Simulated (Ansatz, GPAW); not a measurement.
# Optical response of NaCaF3 (model structure), part 3 of 3

Aim: the dielectric function of NaCaF3 (model structure), and the optical constants that follow from it. The structure is a model built here, which may or may not match a known phase. It was built so: All K replaced by Na in the Pm-3m structure of KCaF3. The cell is first relaxed with Ansatz.

GPAW 26.7.0; DFT, PBE, plane-wave PAW (GPAW data sets), scalar-relativistic, RPA, optical limit.

So far. Step 3 (Ground state): There is a gap, 4.94 eV on this mesh (points off the mesh can give less), so no carriers' term is needed.

## 5. Dielectric function, RPA

Local fields let the induced charge screen the field inside the cell, which as a rule lowers ε, most along directions where the density is uneven.

This step: DFT, PBE, plane-wave PAW (GPAW data sets), scalar-relativistic, RPA, optical limit (GPAW 26.7.0).

Contents of df.py:

```python
from gpaw.response.df import DielectricFunction

df = DielectricFunction('full.gpw', frequencies={'type': 'nonlinear', 'domega0': 0.03, 'omega2': 8},
                        ecut=50,
                        eta=0.1,
                        nbands=49,
                        txt='df.txt')
for direction in ['x']:
    df.get_dielectric_function(xc='RPA', direction=direction, filename=f'df_{direction}.csv')
```

Run with:

```
> OMP_NUM_THREADS=1 python df.py
```

Numbers of over 12 decimals in the logs are rounded to 6 here.

The program printed:

```text
Using integrator: PointIntegrator
NonLinearFrequencyDescriptor(from 0.000 to 65.392 eV, 498 points)
Nonperiodic BCs:  [False False False]
Using integrator: PointIntegrator
NonLinearFrequencyDescriptor(from 0.000 to 65.392 eV, 498 points)
Nonperiodic BCs:  [False False False]

Calculating chi0 body with:
    Ground state adapter containing:
    Number of spins: 1
    Number of kpoints: 216
    Number of irreducible kpoints: 20
    Number of completely occupied states: 19
    Number of partially occupied states: 19

    Linear response parametrization:
    q_c: [0.0, 0.0, 0.0]
    Number of frequency points: 498
    Planewave cutoff: 50.0
    Number of bands: 49
    Number of planewaves: 81
    Broadening (eta): 0.1

Integrating chi0 body.

Symmetries of q_c:
    Direct symmetries (Uq -> q): 48
    Indirect symmetries (TUq -> q): 0
In total 48 allowed symmetries.

20 groups of equivalent kpoints. 90.740741% reduction.

Integral kind: spectral function

Calculating chi0 optical extensions with:
    Ground state adapter containing:
    Number of spins: 1
    Number of kpoints: 216
    Number of irreducible kpoints: 20
    Number of completely occupied states: 19
    Number of partially occupied states: 19

    Linear response parametrization:
    Number of frequency points: 498
    Planewave cutoff: 50.0
    Number of bands: 49
    Number of planewaves: 81
    Broadening (eta): 0.1
Integrating chi0 head and wings.

Symmetries of q_c:
    Direct symmetries (Uq -> q): 48
    Indirect symmetries (TUq -> q): 0
In total 48 allowed symmetries.

20 groups of equivalent kpoints. 90.740741% reduction.

Integral kind: spectral function wings
```

It took 12 s on 1 thread of Intel Xeon Platinum 8259CL at 2.50GHz (Skylake/Cascade Lake), shared host; peak memory 0.38 GiB.

This step gave:

```
electronic dielectric constant ε∞, mean over x, y and z (by symmetry where fewer were run) : 1.839
```

Some rows of df_x.csv (energy; Re and Im without local fields; Re and Im with them):

```text
0.000000, 1.924959, -0.000000, 1.838657, -0.000000
0.555532, 1.927549, 0.000938, 1.840997, 0.000847
1.143969, 1.936118, 0.001993, 1.848737, 0.001800
1.768324, 1.952423, 0.003271, 1.863462, 0.002954
2.431988, 1.979492, 0.004973, 1.887907, 0.004491
3.138794, 2.023071, 0.007562, 1.927263, 0.006830
3.893091, 2.096310, 0.012503, 1.993457, 0.011312
4.699832, 2.246944, 0.030425, 2.130407, 0.027893
5.564682, 2.436194, 0.297852, 2.288863, 0.277500
6.494155, 2.449859, 0.533397, 2.298609, 0.454965
7.495775, 2.254700, 0.707595, 2.147242, 0.583334
8.578281, 2.361358, 0.589201, 2.235880, 0.522088
9.751884, 2.835408, 2.011884, 2.695714, 1.644485
11.028587, 1.057905, 1.382054, 1.051289, 1.424611
12.422601, 0.747803, 1.110300, 0.651223, 1.060550
13.950874, 0.647392, 0.697651, 0.622565, 0.668369
15.633783, 0.943545, 0.681429, 0.916851, 0.617072
17.496047, 0.997820, 0.467283, 0.951802, 0.400191
19.567954, 1.095089, 0.250885, 0.986762, 0.241909
21.887015, 1.087943, 0.450147, 0.957701, 0.435518
24.500258, 1.352052, 0.554525, 0.960397, 0.598995
```

Sum at mesh points, not converged in k; values under the direct gap are tails of Lorentzian lines. The Im ε, E ∥ x by photon energy; read off at these points:

```tsv
photon energy (eV)	Im ε, E ∥ x
0.0	0
1.0	0.00156
2.0	0.00344
3.0	0.00628
4.0	0.0123
5.0	0.0793
6.0	0.404
7.0	0.619
8.0	0.444
9.0	0.580
10.0	2.12
10.4	2.33
11.0	1.44
12.0	1.22
12.2	1.44
13.0	1.15
14.0	0.647
15.0	0.450
16.0	0.466
17.0	0.671
18.0	0.592
19.0	0.359
20.0	0.312
21.0	0.505
22.0	0.472
23.0	0.327
24.0	0.501
```

The reflectivity at normal incidence, E ∥ x has structure finer than the step of the table below, so its rows give means over 1 eV, whole bins alone (the curve runs from 0 to 25.0 eV). Peaks (eV: height): 6.6: 4.92, 10.4: 13.2, 12.3: 9.08, 13.2: 7.57, 17.0: 3.05, 17.9: 2.73.

Sum at mesh points, not converged in k. The reflectivity at normal incidence, E ∥ x by photon energy; means over each step:

```tsv
photon energy (eV)	reflectivity at normal incidence, E ∥ x (%)
1	2.32
2	2.42
3	2.61
4	2.99
5	3.92
6	4.28
7	4.13
8	4.15
9	6.18
10	11.0
11	9.20
12	6.87
13	6.27
14	4.14
15	1.65
16	1.80
17	1.99
18	1.82
19	0.863
20	0.614
21	1.26
22	1.46
23	0.911
24	1.29
```

The loss function −Im 1/ε at q → 0, E ∥ x has structure finer than the step of the table below, so its rows give means over 1 eV, whole bins alone (the curve runs from 0 to 25.0 eV). Peaks (eV: height): 11.3: 0.551, 12.4: 0.685, 14.0: 0.801, 15.8: 0.529, 17.1: 0.648, 18.0: 0.633, 22.3: 0.481.

Sum at mesh points, not converged in k; values under the direct gap are tails of Lorentzian lines. Loss function −Im 1/ε at q → 0, E ∥ x against energy loss; means over each step:

```tsv
energy loss (eV)	loss function −Im 1/ε at q → 0, E ∥ x
1	4.6e-4
2	9.9e-4
3	0.00173
4	0.00319
5	0.0205
6	0.0805
7	0.119
8	0.112
9	0.102
10	0.219
11	0.462
12	0.518
13	0.637
14	0.746
15	0.483
16	0.466
17	0.492
18	0.499
19	0.371
20	0.273
21	0.344
22	0.432
23	0.368
24	0.363
```

Sum at mesh points, not converged in k; values under the direct gap are tails of Lorentzian lines. The Im ε, E ∥ x by photon energy; read off at these points:

```tsv
photon energy (eV)	without local fields	with local fields
0.00	0	0
0.50	8.4e-4	7.6e-4
1.00	0.00173	0.00156
1.50	0.00269	0.00243
2.00	0.00381	0.00344
2.50	0.00518	0.00468
3.00	0.00696	0.00628
3.50	0.00949	0.00857
4.00	0.0136	0.0123
4.50	0.0224	0.0204
5.00	0.0843	0.0793
5.50	0.321	0.302
6.00	0.449	0.404
6.50	0.543	0.464
6.93	0.852	0.736
7.00	0.706	0.619
7.50	0.710	0.585
8.00	0.497	0.444
8.50	0.603	0.545
9.00	0.656	0.580
9.50	1.48	1.27
10.00	2.44	2.12
10.17	2.54	2.32
10.50	2.18	2.26
11.00	1.39	1.44
11.50	1.28	1.28
12.00	1.27	1.22
12.18	1.49	1.44
12.50	1.06	0.979
13.00	1.21	1.15
13.50	0.943	0.869
14.00	0.681	0.647
14.50	0.548	0.518
15.00	0.474	0.450
15.50	0.668	0.594
16.00	0.509	0.466
16.50	0.557	0.505
16.85	0.758	0.670
17.00	0.702	0.671
17.50	0.470	0.402
18.00	0.577	0.592
18.50	0.336	0.322
19.00	0.365	0.359
19.50	0.262	0.258
20.00	0.350	0.312
20.50	0.434	0.358
21.00	0.586	0.505
21.50	0.549	0.510
22.00	0.504	0.472
22.50	0.457	0.437
23.00	0.343	0.327
23.50	0.370	0.327
24.00	0.498	0.501
24.50	0.554	0.599
```

At chosen wavelengths:

```tsv
wavelength (nm)	n	k	R (%)	1/α
1550	1.36	0.000	2.3	272 µm
1064	1.36	0.001	2.3	125 µm
532	1.37	0.002	2.5	27 µm
450	1.38	0.002	2.5	18 µm
405	1.39	0.002	2.6	14 µm
365	1.40	0.003	2.7	10 µm
308	1.42	0.004	3.0	5.5 µm
```

Below the direct gap, k and the depth come from the tails of the Lorentzian lines, not from transitions.

## 6. What came out

* electronic dielectric constant ε∞, mean over x, y and z (by symmetry where fewer were run) (RPA): 1.84

In words: At this level (PBE, RPA) NaCaF3 has ε∞ = 1.84 and n = 1.36 at 1550 nm. The cell grew by 16.5 % in volume. On the mesh the gap is 4.89 eV and the least direct gap 5.10 eV, so on this mesh the band edges lie at different points. Local fields change the static value along x from 1.93 to 1.84 (-4 %). Excitons and phonon-assisted transitions are missing; PBE gaps are as a rule too small, which pulls the onset down and ε∞ up. The cell grew by 16 % in the relaxation, which can come from the guessed start or, where layers or molecules are weakly bound, from the missing dispersion term; a larger cell lowers ε. In this version of GPAW the matrix elements of the optical limit are incomplete, which can lower ε − 1 by up to a tenth where first-row anions or d states rule, and shift it by more in d metals. The sum runs over mesh points 0.24 Å⁻¹ apart with no interpolation, so peaks are partly noise of the mesh and static values carry its error.

[Machine, clock and banner lines and Python warnings are left out of the logs.]

[Logs are printed without paths, hosts, clocks, repeated set-up lines and the standing remarks that a program may print on its own settings, such as how far it seeks lower states.]

[Hosts, paths, dates, database ids (printed as entryN), source tags and the programs' standing remarks are cut or masked in the printed files.]
